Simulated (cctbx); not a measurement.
**Accept or mend?**

Cell a = 7.1020 Å, b = 4.3490 Å, c = 8.1980 Å, α = 90.00°, β = 90.00°, γ = 90.00°; space group Pnma (no. 62). The compound is HfTlGe.

Simulated single-crystal data (cctbx): Mo Kα, λ = 0.71073 Å, to d = 0.7 Å, 95 % of the full sphere, strongest reflection 20000 counts, noise from counting, a 3 % proportional error and a noise floor of 8 counts (s.d.); no absorption.

An anisotropic refinement with weights 1/σ² prints:

```text
Rint 0.024, 22 unique reflections to 2.02 A
cycle     R1     wR2    GooF  max shift (A)
   1  0.0097  0.0223   2.365   0.00653
   4  0.0035  0.0079   0.844   0.00000
final R1 0.0035 wR2 0.0079 GooF 0.844  parameters 18  data/parameter 1.2
atom        x        y        z      Ueq    occ   su(xyz)  su(Uiso or U11)
Tl1    0.84510  0.75000  0.43068   0.0023  1.000  0.00041  0.0058  NPD
Hf1    0.97935  0.75000  0.80615  -0.0045  1.000  0.00044  0.0055  NPD
Ge1    0.74060  0.75000  0.11732   0.0010  1.000  0.00109  0.0063  NPD
difference map: max 0.07 min -0.12 rms 0.03
Q1    0.0817  0.9234  0.8978    8    0.08  1.29 A from Hf1
Q2    0.2764  0.0798  0.1188    8    0.06  1.57 A from Tl1
Q3    0.0745  0.0378  0.2773    8    0.04  1.21 A from Hf1
Q4    0.1875  0.0000  0.2222    8    0.04  1.62 A from Hf1
Q5    0.0000  0.1000  0.3333    8    0.03  1.32 A from Hf1
```

Q: Accept it or mend it, and why?

Mend it. The fault: data cut at low resolution. Against the right model at the same level, R1 goes from 0.0108 to 0.0035 and GooF from 0.95 to 0.84 and Tl1, Hf1 and Ge1 go non-positive-definite. The atoms are right, but there are too few data for the parameters: R1 flatters and the s.u.s grow. Data per parameter fall from 23.9 to 1.2.

The compound is HfTlGe. The right model at the same level gives:

```text
Rint 0.032, 431 unique reflections to 0.70 A
cycle     R1     wR2    GooF  max shift (A)
   1  0.0122  0.0273   1.143   0.00014
   2  0.0108  0.0228   0.955   0.00000
final R1 0.0108 wR2 0.0228 GooF 0.955  parameters 18  data/parameter 23.9
atom        x        y        z      Ueq    occ   su(xyz)  su(Uiso or U11)
Tl1    0.84541  0.75000  0.43203   0.0052  1.000  0.00003  0.0001
Hf1    0.97949  0.75000  0.80794   0.0072  1.000  0.00003  0.0001
Ge1    0.74060  0.75000  0.11514   0.0102  1.000  0.00009  0.0003
difference map: max 1.12 min -1.24 rms 0.34
Q1    0.0230  0.0809  0.2223    8    1.19  0.78 A from Hf1
Q2    0.2101  0.2500  0.3307    4    1.18  1.76 A from Hf1
Q3    0.1133  0.7500  0.4948    4    1.17  1.28 A from Ge1
Q4    0.1071  0.7500  0.7481    4    1.00  1.03 A from Hf1
Q5    0.1101  0.5775  0.0965    8    1.00  1.75 A from Hf1
Q6    0.2238  0.7500  0.3302    4    0.97  0.46 A from Ge1
```

Isotropic U is held between 0.0001 and 1 Å² by the program, and listed peak heights are interpolated, so they can pass the grid's maximum.

This is a model crystal, built by substitution and not relaxed, with assumed displacement parameters.

[Middle refinement cycles are left out of these outputs.]

[Logs are printed without paths, hosts, clocks, repeated set-up lines and the standing remarks that a program may print on its own settings, such as how far it seeks lower states.]
